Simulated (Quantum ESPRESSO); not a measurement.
# Optical response of LiH

Aim: the dielectric function of LiH, and the optical constants that follow from it. The cell comes from an older database entry, whose edges can differ from later determinations, mostly by under a per cent.

Calculated with Quantum ESPRESSO 7.5; DFT, PBE, plane waves with norm-conserving potentials (PseudoDojo), scalar-relativistic, independent-particle optical response without local fields and without the non-local commutator.

The database entry behind the starting cell differs from later determinations by our own check (the deuteride, about 0.2 % short), so it need not match the best structure at ambient conditions.

## 1. The structure

It takes space group Fm-3m (No. 225, cubic). The conventional cell has a = 4.074 Å, b = 4.074 Å, c = 4.074 Å, α = 90.00°, β = 90.00°, γ = 90.00°. Nearest to Li lie 6 H at 2.04 Å. Nearest to H lie 6 Li at 2.04 Å. Farther neighbours are not listed.

## 2. Ground state

The self-consistent density comes first; it also tells whether there is a gap, which decides the occupations and the need for a Drude term.

This step: DFT, PBE, plane waves with norm-conserving potentials (PseudoDojo), scalar-relativistic, ground state (Quantum ESPRESSO 7.5).

Input file scf.in:

```
&control
  calculation = 'scf'
  prefix = 'x'
  outdir = './tmp'
  pseudo_dir = './'
  verbosity = 'high'
/
&system
  ibrav = 0
  nat = 2
  ntyp = 2
  ecutwfc = 90
  occupations = 'smearing'
  smearing = 'fd'
  degauss = 0.003675
  nbnd = 6
/
&electrons
  conv_thr = 1e-09
  electron_maxstep = 100
/
ATOMIC_SPECIES
  Li 1.0 Li.upf
  H 1.0 H.upf
CELL_PARAMETERS angstrom
  0.000000000000 2.036750000000 2.036750000000
  2.036750000000 0.000000000000 2.036750000000
  2.036750000000 2.036750000000 0.000000000000
ATOMIC_POSITIONS crystal
  Li 0.000000000000 0.000000000000 0.000000000000
  H 0.500000000000 0.500000000000 0.500000000000
K_POINTS automatic
  9 9 9 0 0 0
```

Run with:

```bash
$ mpirun -n 4 pw.x -nk 4 -in scf.in
```

Log:

```text
for quantum simulation of materials; please cite

     using ibrav=0 with symmetry is DISCOURAGED, use correct ibrav instead

     G-vector sticks info
     --------------------
     sticks:   dense  smooth     PW     G-vecs:    dense   smooth      PW
     Sum         745     745    223                13323    13323    2229

     Using Slab Decomposition

     bravais-lattice index     =            0
     lattice parameter (alat)  =       5.4432  a.u.
     unit-cell volume          =     114.0354 (a.u.)^3
     number of atoms/cell      =            2
     number of atomic types    =            2
     number of electrons       =         4.00
     number of Kohn-Sham states=            6
     kinetic-energy cutoff     =      90.0000  Ry
     charge density cutoff     =     360.0000  Ry
     scf convergence threshold =      1.0E-09
     mixing beta               =       0.7000
     number of iterations used =            8  plain     mixing
     Exchange-correlation= PBE
                           (   1   4   3   4   0   0   0)

     celldm(1)=   5.443166  celldm(2)=   0.000000  celldm(3)=   0.000000
     celldm(4)=   0.000000  celldm(5)=   0.000000  celldm(6)=   0.000000

     crystal axes: (cart. coord. in units of alat)
               a(1) = (   0.000000   0.707107   0.707107 )
               a(2) = (   0.707107   0.000000   0.707107 )
               a(3) = (   0.707107   0.707107   0.000000 )

     reciprocal axes: (cart. coord. in units 2 pi/alat)
               b(1) = ( -0.707107  0.707107  0.707107 )
               b(2) = (  0.707107 -0.707107  0.707107 )
               b(3) = (  0.707107  0.707107 -0.707107 )

     ./Li.upf
     Pseudo is Norm-conserving, Zval =  3.0
     Generated using ONCVPSP code by D. R. Hamann
     Using radial grid of 1944 points,  4 beta functions with:
                l(1) =   0
                l(2) =   0
                l(3) =   1
                l(4) =   1

     ./H.upf
     Pseudo is Norm-conserving, Zval =  1.0
     Generated using ONCVPSP code by D. R. Hamann
     Using radial grid of 1166 points,  3 beta functions with:
                l(1) =   0
                l(2) =   0
                l(3) =   1

     atomic species   valence    mass     pseudopotential
     Li                3.00     1.00000     Li( 1.00)
     H                 1.00     1.00000     H ( 1.00)

     48 Sym. Ops., with inversion, found

                                    s                        frac. trans.

     [... symmetry matrices left out ...]
   Cartesian axes

     site n.     atom                  positions (alat units)
         1        Li     tau(   1) = (   0.0000000   0.0000000   0.0000000  )
         2        H      tau(   2) = (   0.7071068   0.7071068   0.7071068  )

   Crystallographic axes

     site n.     atom                  positions (cryst. coord.)
         1        Li     tau(   1) = (  0.0000000  0.0000000  0.0000000  )
         2        H      tau(   2) = (  0.5000000  0.5000000  0.5000000  )

     number of k points=    35  Fermi-Dirac smearing, width (Ry)=  0.0037
                       cart. coord. in units 2pi/alat
        k(    1) = (   0.0000000   0.0000000   0.0000000), wk =   0.0027435
        k(    2) = (   0.0785674   0.0785674  -0.0785674), wk =   0.0219479
        k(    3) = (   0.1571348   0.1571348  -0.1571348), wk =   0.0219479
        k(    4) = (   0.2357023   0.2357023  -0.2357023), wk =   0.0219479
        k(    5) = (   0.3142697   0.3142697  -0.3142697), wk =   0.0219479
        k(    6) = (   0.1571348   0.0000000  -0.0000000), wk =   0.0164609
        k(    7) = (   0.2357023   0.0785674  -0.0785674), wk =   0.0658436
        k(    8) = (   0.3142697   0.1571348  -0.1571348), wk =   0.0658436
        k(    9) = (   0.3928371   0.2357023  -0.2357023), wk =   0.0658436
        k(   10) = (  -0.2357023  -0.3928371   0.3928371), wk =   0.0658436
        k(   11) = (  -0.1571348  -0.3142697   0.3142697), wk =   0.0658436
        k(   12) = (  -0.0785674  -0.2357023   0.2357023), wk =   0.0658436
        k(   13) = (  -0.0000000  -0.1571348   0.1571348), wk =   0.0329218
        k(   14) = (   0.3142697   0.0000000  -0.0000000), wk =   0.0164609
        k(   15) = (   0.3928371   0.0785674  -0.0785674), wk =   0.0658436
        k(   16) = (   0.4714045   0.1571348  -0.1571348), wk =   0.0658436
[...]
cryst. coord.
[...]
k(   28) = (   0.1111111   0.2222222  -0.4444444), wk =   0.1316872
        k(   29) = (   0.1111111   0.3333333   0.4444444), wk =   0.0658436
        k(   30) = (   0.1111111   0.3333333  -0.4444444), wk =   0.1316872
        k(   31) = (   0.1111111   0.3333333  -0.3333333), wk =   0.1316872
        k(   32) = (   0.1111111   0.3333333  -0.2222222), wk =   0.0658436
        k(   33) = (   0.1111111   0.4444444  -0.4444444), wk =   0.0658436
        k(   34) = (   0.1111111   0.4444444  -0.3333333), wk =   0.0658436
        k(   35) = (   0.2222222   0.4444444  -0.3333333), wk =   0.0658436

     Dense  grid:    13323 G-vectors     FFT dimensions: (  36,  36,  36)

     Initial potential from superposition of free atoms

     starting charge       3.9954, renormalised to       4.0000
     Starting wfcs are    3 randomized atomic wfcs +    3 random wfcs

     Self-consistent Calculation

     iteration #  1     ecut=    90.00 Ry     beta= 0.70
     Davidson diagonalization with overlap

            44 MiB given to the printing process from OS
            13 MiB allocation reported by mallinfo(arena+hblkhd)
------------------
     ethr =  1.00E-02,  avg # of iterations =  6.1

     total energy              =     -15.63074014 Ry
     estimated scf accuracy    <       0.05129415 Ry

     iteration #  2     ecut=    90.00 Ry     beta= 0.70
     Davidson diagonalization with overlap

            50 MiB given to the printing process from OS
            17 MiB allocation reported by mallinfo(arena+hblkhd)
------------------
     ethr =  1.28E-03,  avg # of iterations =  1.1

     total energy              =     -15.63565167 Ry
     estimated scf accuracy    <       0.00017523 Ry

     iteration #  3     ecut=    90.00 Ry     beta= 0.70
     Davidson diagonalization with overlap

            51 MiB given to the printing process from OS
            17 MiB allocation reported by mallinfo(arena+hblkhd)
------------------
     ethr =  4.38E-06,  avg # of iterations =  3.3

     total energy              =     -15.63570383 Ry
     estimated scf accuracy    <       0.00001375 Ry

     iteration #  4     ecut=    90.00 Ry     beta= 0.70
     Davidson diagonalization with overlap

            52 MiB given to the printing process from OS
            18 MiB allocation reported by mallinfo(arena+hblkhd)
------------------
     ethr =  3.44E-07,  avg # of iterations =  2.0

     total energy              =     -15.63570647 Ry
     estimated scf accuracy    <       0.00000006 Ry

     iteration #  5     ecut=    90.00 Ry     beta= 0.70
     Davidson diagonalization with overlap

            52 MiB given to the printing process from OS
            18 MiB allocation reported by mallinfo(arena+hblkhd)
------------------
     ethr =  1.38E-09,  avg # of iterations =  1.7

     total energy              =     -15.63570648 Ry
     estimated scf accuracy    <          2.1E-09 Ry

     iteration #  6     ecut=    90.00 Ry     beta= 0.70
     Davidson diagonalization with overlap

            52 MiB given to the printing process from OS
            18 MiB allocation reported by mallinfo(arena+hblkhd)
------------------
     ethr =  5.26E-11,  avg # of iterations =  2.0

     End of self-consistent calculation

          k = 0.0000 0.0000 0.0000 (  1639 PWs)   bands (ev):

   -43.9044  -4.8618  15.8643  17.7961  17.7961  17.7961

     occupation numbers
     1.0000   1.0000   0.0000   0.0000   0.0000   0.0000

          k = 0.0786 0.0786-0.0786 (  1648 PWs)   bands (ev):

   -43.8999  -4.6473  14.2233  16.6352  17.3595  17.3595

     occupation numbers
     1.0000   1.0000   0.0000   0.0000   0.0000   0.0000

          k = 0.1571 0.1571-0.1571 (  1639 PWs)   bands (ev):

   -43.8885  -4.0248  10.7216  15.2812  16.7202  16.7202

     occupation numbers
     1.0000   1.0000   0.0000   0.0000   0.0000   0.0000

          k = 0.2357 0.2357-0.2357 (  1634 PWs)   bands (ev):

   -43.8755  -3.0984   7.5234  14.2612  16.4129  16.4129

     occupation numbers
     1.0000   1.0000   0.0000   0.0000   0.0000   0.0000

          k = 0.3143 0.3143-0.3143 (  1655 PWs)   bands (ev):

   -43.8671  -2.2428   5.4828  13.7137  16.4357  16.4357

     occupation numbers
     1.0000   1.0000   0.0000   0.0000   0.0000   0.0000

          k = 0.1571 0.0000-0.0000 (  1651 PWs)   bands (ev):

   -43.8984  -4.5720  14.4497  15.9757  15.9757  18.5786

     occupation numbers
     1.0000   1.0000   0.0000   0.0000   0.0000   0.0000

          k = 0.2357 0.0786-0.0786 (  1635 PWs)   bands (ev):

   -43.8894  -4.0723  11.8791  14.4590  14.9382  18.1509

     occupation numbers
     1.0000   1.0000   0.0000   0.0000   0.0000   0.0000

     [... further k points left out ...]

     the Fermi energy is     2.2159 ev

!    total energy              =     -15.63570648 Ry
     estimated scf accuracy    <          2.6E-11 Ry
     smearing contrib. (-TS)   =      -0.00000000 Ry
     internal energy E=F+TS    =     -15.63570648 Ry

     The total energy is F=E-TS. E is the sum of the following terms:
     one-electron contribution =      -8.01381626 Ry
     hartree contribution      =       3.28949437 Ry
     xc contribution           =      -4.10593078 Ry
     ewald contribution        =      -6.80545381 Ry

     convergence has been achieved in   6 iterations

     XML data file, charge density, pseudopotentials, collected wavefunctions

                                        0.00s GPU  (     217 calls)

=------------------------------------------------------------------------------=
   JOB DONE.
=------------------------------------------------------------------------------=
```

It took 1.9 s on 4 MPI ranks of Arm Neoverse V2, shared host; peak memory 0.05 GiB; 6.3 s of CPU time.

Numbers from this step:

| Property | Result |
| --- | --- |
| total energy | -15.64 Ry |
| gap on the k-mesh | 3.303 eV |
| direct gap on the mesh | 3.303 eV |

There is a gap, 3.30 eV on this mesh (points off the mesh can give less), so no carriers' term is needed.

(Part 1 of 3 ends here.)

[Machine, clock, banner and «Message from routine» lines are left out of the logs.]

[Logs are printed without paths, hosts, clocks, repeated set-up lines and the standing remarks that a program may print on its own settings, such as how far it seeks lower states.]

[Hosts, paths, dates, database ids (printed as entryN), source tags and the programs' standing remarks are cut or masked in the printed files.]
